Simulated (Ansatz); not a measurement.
# Rb on Ir(111): change of the work function, part 2 of 3

How does one ordered layer of Rb (hcp site) change the work function of Ir(111), and what dipole does each adsorbate carry?

Ansatz 0.2.0; plane-wave DFT, PBE, Ansatz PAW (the session's first sound run).

So far, work function, upper face (eV): step 2 (the clean slab) 5.50.

**3. Adsorbate added**

System of this step: Rb/Ir(111). The cell holds 17 atoms: 16 Ir and 1 Rb. Its edges and angles: a = 5.431 Å, b = 5.431 Å, c = 28.088 Å, α = 90.0°, β = 90.0°, γ = 60.0°. Vacuum lies along c.

The clean slab as it ended is repeated in the plane and the adsorbate is set on one face; the cell's size fixes the coverage, and the k-mesh shrinks with it to keep the sampling density about even. Adsorbate and upper layers relax, since the dipole depends on the height.

input.yaml

```yaml
crystal:
  lattice:
    - [5.4305800796, 0.0, 0.0]
    - [2.7152900398, 4.7030203062, 0.0]
    - [0.0, 0.0, 28.0879555953]
  atoms:
    - { symbol: Ir, position: [0.0, 0.0, 0.3204220389] }
    - { symbol: Ir, position: [0.1666666667, 0.1666666667, 0.3993535591] }
    - { symbol: Ir, position: [0.3333333333, 0.3333333333, 0.4781975194] }
    - { symbol: Ir, position: [0.0, 0.0, 0.5567093235] }
    - { symbol: Ir, position: [0.0, 0.5, 0.3204220389] }
    - { symbol: Ir, position: [0.1666666667, 0.6666666667, 0.3993535591] }
    - { symbol: Ir, position: [0.3333333333, 0.8333333333, 0.4781975194] }
    - { symbol: Ir, position: [0.0, 0.5, 0.5567093235] }
    - { symbol: Ir, position: [0.5, 0.0, 0.3204220389] }
    - { symbol: Ir, position: [0.6666666667, 0.1666666667, 0.3993535591] }
    - { symbol: Ir, position: [0.8333333333, 0.3333333333, 0.4781975194] }
    - { symbol: Ir, position: [0.5, 0.0, 0.5567093235] }
    - { symbol: Ir, position: [0.5, 0.5, 0.3204220389] }
    - { symbol: Ir, position: [0.6666666667, 0.6666666667, 0.3993535591] }
    - { symbol: Ir, position: [0.8333333333, 0.8333333333, 0.4781975194] }
    - { symbol: Ir, position: [0.5, 0.5, 0.5567093235] }
    - { symbol: Rb, position: [0.3333333333, 0.3333333333, 0.6795779611] }
kpoints:
  mp_grid: { grid: [7, 7, 1] }
hamiltonian:
  xc: pbe
scf:
  occupations: { method: fermi_dirac, width: 0.1 }
  convergence: { dr2_threshold: 1.0e-08 }
efield:
  axis: 3
  dipole_correction: true
  ramp_position: 0.97
  ramp_width: 0.06
relax:
  f_tol: 0.02
  max_steps: 60
  constraints: [{ sites: [0, 1, 4, 5, 8, 9, 12, 13] }]
output:
  bader: true
  dos: { projected: true, e_range: [-8, 4] }
  write_potential: true
  write_density: true
  volumetric_format: npy
  elf: true
```

On the command line:

```sh
$ ansatz run input.yaml --threads 4 --pin off --max-ram 6144MiB --backend cpu --events-out ev --progress --plain --runs-dir out
```

Numbers of over 12 decimals in the logs are rounded to 6 here.

Log:

```text
[...]
Crystal: 17 atoms, lattice volume = 717.370 Å³
Basis set: ecut = 420 eV, 14007 PW (Γ), exchange–correlation on 80×80×384 points (8 copies of the dense FFT grid, shifted against one another)
Bands: 169, of which v1, the nominal top of the filled ones, is band 141 counted from 1 (140 counted from 0)
Symmetry: 6 space group operations
[...]
k-points: 8 of 49 (time reversal used)
[...]
SCF iter   1: F=—  HF=-194226.628478 eV  |F-HF|=—  |Δ(HF+E_count)|=         —  Δρ=7.07e-3  dr2=3.34e0  ethr=1.77e-3  p=0.473 e·Å  D=1.19e-1 V/Å  ΔV_dip=-3.35 eV  dr2_dipole=1.38e-2  V_vac-E_F(+/−)=1.80/5.15 eV  ⟨swp⟩=8.2  Hψ=5980  notcnv=0  defer=7
[...]
SCF iter  12: F=-194226.571120 eV  HF=-194226.571120 eV  |F-HF|=1.66e-9  |Δ(HF+E_count)|=   6.03e-8  Δρ=5.59e-7  dr2=8.05e-9  ethr=3.56e-12  p=0.470 e·Å  D=1.18e-1 V/Å  ΔV_dip=-3.33 eV  dr2_dipole=1.01e-9  V_vac-E_F(+/−)=2.19/5.51 eV  ⟨swp⟩=15.6  Hψ=11363  notcnv=0
SCF 1 converged in 12 iterations: F = -194226.571120 eV  dr2 = 8.05e-9
[...]
relax step   1: F+E_penalty+E_count = -194226.57111996 eV  Δ(F+E_penalty+E_count) = +0.000e0 eV  max|allowed force component| = 6.036e-1 eV/Å  Δτ_max = 0.0000 Å  (12 SCF iters, accepted)
[...]
SCF iter  11: F=-194226.630918 eV  HF=-194226.630918 eV  |F-HF|=5.94e-9  |Δ(HF+E_count)|=   8.67e-9  Δρ=5.89e-7  dr2=9.36e-9  ethr=3.56e-12  p=0.481 e·Å  D=1.21e-1 V/Å  ΔV_dip=-3.40 eV  dr2_dipole=2.32e-10  V_vac-E_F(+/−)=2.11/5.51 eV  ⟨swp⟩=10.9  Hψ=9294  notcnv=0
SCF 2 converged in 11 iterations: F = -194226.630918 eV  dr2 = 9.36e-9
[...]
relax step   2: F+E_penalty+E_count = -194226.63091756 eV  Δ(F+E_penalty+E_count) = -5.980e-2 eV  max|allowed force component| = 5.527e-1 eV/Å  Δτ_max = 0.0818 Å  (11 SCF iters, accepted)
[...]
SCF iter  12: F=-194226.720350 eV  HF=-194226.720350 eV  |F-HF|=3.20e-10  |Δ(HF+E_count)|=   1.14e-8  Δρ=3.33e-7  dr2=4.12e-9  ethr=3.56e-12  p=0.506 e·Å  D=1.28e-1 V/Å  ΔV_dip=-3.59 eV  dr2_dipole=9.82e-10  V_vac-E_F(+/−)=1.93/5.51 eV  ⟨swp⟩=14.6  Hψ=10686  notcnv=0
SCF 3 converged in 12 iterations: F = -194226.720350 eV  dr2 = 4.12e-9
[...]
relax step   3: F+E_penalty+E_count = -194226.72035031 eV  Δ(F+E_penalty+E_count) = -8.943e-2 eV  max|allowed force component| = 3.331e-1 eV/Å  Δτ_max = 0.1952 Å  (12 SCF iters, accepted)
[...]
relax step   4: F+E_penalty+E_count = -194226.75266372 eV  Δ(F+E_penalty+E_count) = -3.231e-2 eV  max|allowed force component| = 4.227e-2 eV/Å  Δτ_max = 0.1950 Å  (12 SCF iters, accepted)
SCF iter   1: F=—  HF=-194226.752318 eV  |F-HF|=—  |Δ(HF+E_count)|=         —  Δρ=4.66e-4  dr2=1.57e-2  ethr=6.81e-6  p=0.538 e·Å  D=1.36e-1 V/Å  ΔV_dip=-3.81 eV  dr2_dipole=4.56e-3  V_vac-E_F(+/−)=1.70/5.51 eV  ⟨swp⟩=2.5  Hψ=2434  notcnv=0  defer=21
[...]
SCF iter  10: F=-194226.753398 eV  HF=-194226.753398 eV  |F-HF|=2.15e-9  |Δ(HF+E_count)|=   1.28e-8  Δρ=2.90e-7  dr2=4.15e-9  ethr=3.56e-12  p=0.535 e·Å  D=1.35e-1 V/Å  ΔV_dip=-3.79 eV  dr2_dipole=2.83e-10  V_vac-E_F(+/−)=1.72/5.51 eV  ⟨swp⟩=10.8  Hψ=8841  notcnv=0
SCF 5 converged in 10 iterations: F = -194226.753398 eV  dr2 = 4.15e-9
relax step   5: F+E_penalty+E_count = -194226.75339838 eV  Δ(F+E_penalty+E_count) = -7.347e-4 eV  max|allowed force component| = 6.001e-3 eV/Å  Δτ_max = 0.0087 Å  (10 SCF iters, accepted)
NSCF: frozen V_eff on 8 k-points
[...]
WARN: The output density's exchange-correlation potential varies sharply where the density is thin. Do not read a vacuum level from v_tot or v_xc, or from such a field of the output density. On a cell that repeats whose density bears no net charge and no dipole along the vacuum's axis use v_es (v_loc + v_h of the components); under efield.dipole_correction with no amplitude use v_es + v_field, which holds any externa [...]
SCF converged after 10 iterations
Free energy (F): -194226.753398 eV
[...]
Internal energy: -194226.151072 eV  (E = F + TS)
E sigma→0 (E₀):  -194226.452235 eV
Entropy (-TS):   -0.602326 eV (-35.431 meV/atom)
Fermi energy:    6.254274 eV
Dipole field:    D = 0.134866 V/Å  (p = 0.534668 e·Å, saw-weighted, corrected)
Work function:   Φ+ = 1.7235 eV   Φ− = 5.5118 eV
[...]
--- Forces (eV/Å), atoms counted from 1 ---
  atom   1  Ir     0.00000000    -0.00000000     0.12789974
  atom   2  Ir     0.00804451     0.00464450    -0.14505650
  atom   3  Ir     0.00000000     0.00000000     0.00271186
  atom   4  Ir     0.00000000     0.00000000     0.00307162
  atom   5  Ir     0.00187949    -0.00108512     0.13173608
  atom   6  Ir    -0.00000000    -0.00928900    -0.14505650
  atom   7  Ir     0.00027096    -0.00015644     0.00129274
  atom   8  Ir     0.00067331    -0.00038874     0.00600094
  atom   9  Ir     0.00000000     0.00217025     0.13173608
  atom  10  Ir    -0.00804451     0.00464450    -0.14505650
  atom  11  Ir     0.00000000     0.00031288     0.00129274
  atom  12  Ir    -0.00000000     0.00077747     0.00600094
  atom  13  Ir    -0.00187949    -0.00108512     0.13173608
  atom  14  Ir    -0.00000000    -0.00000000    -0.11751390
  atom  15  Ir    -0.00027096    -0.00015644     0.00129274
  atom  16  Ir    -0.00067331    -0.00038874     0.00600094
  atom  17  Rb     0.00000000    -0.00000000     0.00185127
  max |Σ_I F_I| component: 5.96e-5 eV/Å
--- Band table (eV; the first three rows and the last of 8) ---
  k-point 0: bands = [... 137 lower, 6.8951, 6.8951, 6.9106, 7.0347, 7.0347, 7.2485, 7.2485, 7.2492, ... 24 higher]
  k-point 1: bands = [... 137 lower, 6.6394, 6.7077, 6.7536, 6.7549, 6.8068, 6.9469, 6.9521, 6.9691, ... 24 higher]
  k-point 2: bands = [... 137 lower, 5.9790, 6.0063, 6.0745, 6.2862, 6.3744, 6.4147, 6.4971, 6.4973, ... 24 higher]
  k-point 7: bands = [... 137 lower, 5.9470, 5.9865, 5.9999, 6.0130, 6.0283, 6.2849, 6.3008, 6.5105, ... 24 higher]
--- Relaxed structure (5 steps of the walk, 5 accepted, 0 SCFs on fresh bases) ---
  F+E_penalty+E_count = -194226.75339838 eV   max|allowed force component| = 6.001e-3 eV/Å
  atoms:
    - { symbol: Ir, position: [1.3061447348317426e-17, 1.3061447348317426e-17, 0.3204220389] }
    - { symbol: Ir, position: [0.166667, 0.166667, 0.3993535591] }
    - { symbol: Ir, position: [0.333333, 0.333333, 0.478540] }
    - { symbol: Ir, position: [1.37507258683854e-17, 1.3061447348317426e-17, 0.557749] }
    - { symbol: Ir, position: [0.0, 0.5, 0.3204220389] }
    - { symbol: Ir, position: [0.166667, 0.666667, 0.3993535591] }
    - { symbol: Ir, position: [0.332539, 0.833730, 0.478242] }
    - { symbol: Ir, position: [-0.00263279, 0.501316, 0.556986] }
    - { symbol: Ir, position: [0.5, 1.3061447348317426e-17, 0.3204220389] }
    - { symbol: Ir, position: [0.666667, 0.166667, 0.3993535591] }
    - { symbol: Ir, position: [0.833730, 0.332539, 0.478242] }
    - { symbol: Ir, position: [0.501316, -0.00263279, 0.556986] }
    - { symbol: Ir, position: [0.5, 0.5, 0.3204220389] }
    - { symbol: Ir, position: [0.666667, 0.666667, 0.3993535591] }
    - { symbol: Ir, position: [0.833730, 0.833730, 0.478242] }
    - { symbol: Ir, position: [0.501316, 0.501316, 0.556986] }
    - { symbol: Rb, position: [0.333333, 0.333333, 0.663082] }
--- Bader charges: 17 sites ---
  site symbol  charge [e]  shift [e]
     0     Ir     -0.0618     0.0000
     1     Ir      0.0627     0.0000
     2     Ir      0.0512     0.0000
     3     Ir     -0.2018     0.0000
     4     Ir     -0.0625     0.0000
     5     Ir      0.0628     0.0000
     6     Ir      0.0545     0.0000
     7     Ir     -0.2116     0.0000
     8     Ir     -0.0625     0.0000
     9     Ir      0.0627     0.0000
    10     Ir      0.0545     0.0000
    11     Ir     -0.2116     0.0000
    12     Ir     -0.0625     0.0000
    13     Ir      0.0637     0.0000
    14     Ir      0.0545     0.0000
    15     Ir     -0.2116     0.0000
    16     Rb      0.6194     0.0000
  estimated error of the sums over rays = 6.2e-4 e
```

Elapsed: 4 min, on 4 threads of Arm Neoverse V1, shared host; peak memory 2.9 GiB; 15 min of CPU time.

Relaxation path:

```csv
step,energy less that of the first step (eV),largest force component (eV/Å)
1,0.0000,0.6036
2,-0.0598,0.5527
3,-0.1492,0.3331
4,-0.1815,0.0423
5,-0.1823,0.0060
```

The run keeps the 6 symmetry operations that it works with, so distortions that break them were not tested.

The atoms that moved most (Å):

```csv
atom,dx,dy,dz,length
Rb17,0.000,0.000,-0.463,0.463
Ir4,0.000,0.000,0.029,0.029
Ir8,-0.011,0.006,0.008,0.015
Ir12,0.000,-0.012,0.008,0.015
Ir16,0.011,0.006,0.008,0.015
Ir3,0.000,0.000,0.010,0.010
```

This step gave:

* energy at zero smearing: -194226.4522 eV
* work function, upper face: 1.724 eV
* work function, lower face: 5.512 eV
* dipole along the normal: 0.5347 e·Å
* step between the vacuum levels: -3.788 eV

Running mean over 2.217 Å of the planar mean; the ramp of the sawtooth is left out. The electron's electrostatic potential energy less the Fermi level by z:

```csv
z (Å),electron's electrostatic potential energy less the Fermi level (eV)
4,5.51
5,5.51
6,5.43
7,4.29
8,-5.48
9,-12.7
10,-13.3
11,-13.5
12,-13.5
13,-13.5
14,-13.4
15,-13.2
16,-11.8
17,-2.55
18,-1.48
19,-2.81
20,-0.216
21,1.25
22,1.56
23,1.67
24,1.71
25,1.72
```

The density of states has structure finer than the step of the table below, so its rows give means over 0.25 eV, whole bins alone (the curve runs from -8 to 1.98 eV). Peaks (eV: height): -7.190: 37.2, -3.940: 33.9, -3.490: 43.0, -3.310: 36.3, -2.980: 49.5, -2.860: 34.0, -1.950: 35.1.

Table of density of states by energy, zero at the Fermi level; means over each step:

```
energy (eV)  density of states (states/eV a cell)
      -7.75                                  3.45
      -7.50                                  11.1
      -7.25                                  14.1
      -7.00                                  9.59
      -6.75                                  14.8
      -6.50                                  19.1
      -6.25                                  18.3
      -6.00                                  20.0
      -5.75                                  12.6
      -5.50                                  13.6
      -5.25                                  18.6
      -5.00                                  15.2
      -4.75                                  19.2
      -4.50                                  13.3
      -4.25                                  17.6
      -4.00                                  21.2
      -3.75                                  23.4
      -3.50                                  29.3
      -3.25                                  25.7
      -3.00                                  31.8
      -2.75                                  22.5
      -2.50                                  15.5
      -2.25                                  10.4
      -2.00                                  26.9
      -1.75                                  16.1
      -1.50                                  12.6
      -1.25                                  19.5
      -1.00                                  20.8
      -0.75                                  22.9
      -0.50                                  18.1
      -0.25                                  18.2
       0.00                                  18.8
       0.25                                  20.1
       0.50                                  22.2
       0.75                                  27.4
       1.00                                  18.7
       1.25                                  10.9
       1.50                                  11.7
       1.75                                  8.44
```

Projected DOS per atom over height of the atomic layer and energy from the Fermi level. Layers: Ir4 Ir4 Ir4 Ir4 Rb from below.

Values in states/eV, 22 rows by 5 columns, each cell a mean:
```
0.38 0.29 0.30 0.41 0.46
0.61 0.63 0.64 0.59 0.28
1.23 1.54 1.54 1.15 0.77
1.37 1.27 1.22 1.25 0.70
1.18 0.99 0.94 1.17 0.42
1.33 0.87 0.85 1.41 0.14
1.72 1.04 1.09 1.62 0.13
1.11 0.78 0.83 0.98 0.16
1.63 1.21 1.23 1.58 0.25
1.03 0.53 0.56 0.99 0.14
2.10 1.04 1.04 2.17 0.05
1.74 1.49 1.48 1.82 0.03
1.58 1.51 1.51 1.65 0.02
1.03 1.24 1.22 1.07 0.01
0.77 1.06 1.05 0.79 0.01
0.93 1.10 1.09 0.96 0.01
0.83 0.87 0.86 0.85 0.00
0.91 1.19 1.16 0.89 0.01
0.88 1.46 1.46 0.93 0.01
0.39 1.14 1.14 0.39 0.01
0.39 1.08 1.08 0.41 0.02
0.16 0.38 0.39 0.18 0.01
```
Columns: height of the atomic layer (Å) from 9 to 18.6 (not evenly spaced); rows upwards: energy from the Fermi level (eV) from -7.96 to 1.95.

ELF in the ca plane at fractional y = 0.333, with atoms of Ir and Rb within 0.2 Å of it. It is the smooth field of the valence electrons, not physical close to the nuclei.

Ten even steps from '0' (0.01) to '9' (0.86), each cell a mean:
```
33222333334676333333332200000000011111100000
33212333335757533333332210000000112211100000
33212333335757533333332210000000112211100000
32222333334676433233332210000000011111100000
43333343333343333343332100000000001111100000
54333455333333333454332002443100001111100000
43333344333333333344331048998510000111100000
33222333334676433333321289999830000111100000
33212333335757533333321497269951000111100000
33212333335757533333321497159951000111100000
32222333334676433233321399899840000111100000
43333343333343333343331149998520000111100000
54333455333333333454332003554100001111100000
43333344333333333444332100000000001111100000
```
Columns run along c (16.0 Å, from fractional 0.33 to 0.90 of the cell), rows up along a (5.4 Å). Atoms in or near the plane, at fractional coordinates: Ir at (0.48, 0.33), Ir at (0.48, 0.83), Rb at (0.66, 0.33).

Electrostatic potential energy in the ca plane at fractional y = 0.333, with atoms of Ir and Rb within 0.2 Å of it. With pseudopotentials it is smooth inside the atoms' cores, unlike the true potential.

Values in eV, 8 rows by 16 columns, each cell a mean:
```
  2   6   2  -6 -47  -9   2   7  10   9   8   8   9   9   9   9
  6   7   5 -11 -56 -14   6   9  10   9   8   9   9   9   9   9
 -8   0 -12   1 -16   1  -9   2   9   8   7   8   9   9   9   9
-14  -2 -18   3  -2   4 -15  -1   7   0   4   8   9   9   9   9
  2   6   2  -6 -47  -9   3   7   1 -45 -15   7   9   9   9   9
  6   7   5 -10 -56 -14   6   8  -1 -55 -22   7   8   9   9   9
 -8   0 -12   2 -16   1  -8   2   6 -13   0   7   9   9   9   9
-14  -2 -18   3  -2   4 -16  -1   9   6   7   8   9   9   9   9
```
Columns run along c (16.0 Å, from fractional 0.33 to 0.90 of the cell; values clipped at the 3rd and 97th percentile), rows up along a (5.4 Å). Atoms in or near the plane, at fractional coordinates: Ir at (0.48, 0.33), Ir at (0.48, 0.83), Rb at (0.66, 0.33).

Valence density in the ca plane at fractional y = 0.333, with atoms of Ir and Rb within 0.2 Å of it. It is the smooth field of the valence electrons, not physical close to the nuclei.

Ten steps, logarithmic in the rise over the least value, from '0' (0.0 e/Å³) to '9' (8.9 e/Å³), each cell a mean:
```
44333444335787533444321000000000000000000000
33222333347999743333211000000000000000000000
33222333347999743333211000000000000000000000
43323444346888533443321000000000000000000000
55434565434555334555321000000000000000000000
65434676433333334666421111111000000000000000
65434565433454334565421123442100000000000000
44333444335787533444321246665210000000000000
33222333347999743333221356666410000000000000
33222333347999743333221356666410000000000000
43323444346888533343321246665310000000000000
55434565434555334555321124443100000000000000
65434676433333334666421111211000000000000000
65434565433454334565421000000000000000000000
```
Columns run along c (16.0 Å, from fractional 0.33 to 0.90 of the cell), rows up along a (5.4 Å). Atoms in or near the plane, at fractional coordinates: Ir at (0.48, 0.33), Ir at (0.48, 0.83), Rb at (0.66, 0.33).

The relaxation took 5 steps and lowered the energy by 0.18 eV; the largest force on the free atoms ends at 0.0060 eV/Å.

By hand: a sheet of dipoles makes a step −p/(ε₀A) in the electron's potential. With e/ε₀ = 180.95 V·Å, p = 0.5347 e·Å and A = 25.54 Å², that is −180.95 × (0.5347) / 25.54 = -3.788 eV, and the two vacuum levels of the run differ by -3.788 eV.

The covered face has 1.72 eV, -3.77 eV against the clean one; the bare back face has moved by +0.01 eV, a measure of how thin the slab is.

**4. Work function against coverage**

This step: plane-wave DFT, PBE, Ansatz PAW; work function against coverage (Ansatz 0.2.0).

The runs are now put side by side.

Numbers from this step:

```yaml
work_function_of_the_clean_face: 5.495 eV
largest_change_of_the_work_function: -3.772 eV
```

The work function of the covered face by coverage:

```csv
coverage (adsorbates/nm²),work function of the covered face (eV)
0.00,5.50
3.92,1.72
```

The dipole per adsorbate comes from the change of the cell's dipole. Coverage, by row:

| coverage (1/nm²) | coverage (ML) | work function (eV) | change (eV) | dipole per adsorbate, positive end outwards (debye) | mean height of the added atoms over the highest substrate atom (Å) |
| --- | --- | --- | --- | --- | --- |
| 3.915 | 0.25 | 1.724 | -3.772 | 2.564 | 2.959 |

(Continued in part 3 of 3.)

[Logs are printed without paths, hosts, clocks, repeated set-up lines and the standing remarks that a program may print on its own settings, such as how far it seeks lower states.]

[Hosts, paths, dates, database ids (printed as entryN), source tags and the programs' standing remarks are cut or masked in the printed files.]

[Maps of the electrostatic potential energy from Ansatz leave out the sawtooth potential of an applied field or a dipole correction, so their vacuum need not be flat; planar profiles and work functions include it.]

[The density of states shown here was stored with 400 of the rows of the run's finer table, so its peaks can read low, often by over a quarter, or be missed, and its means over a window can be off by a tenth or more.]
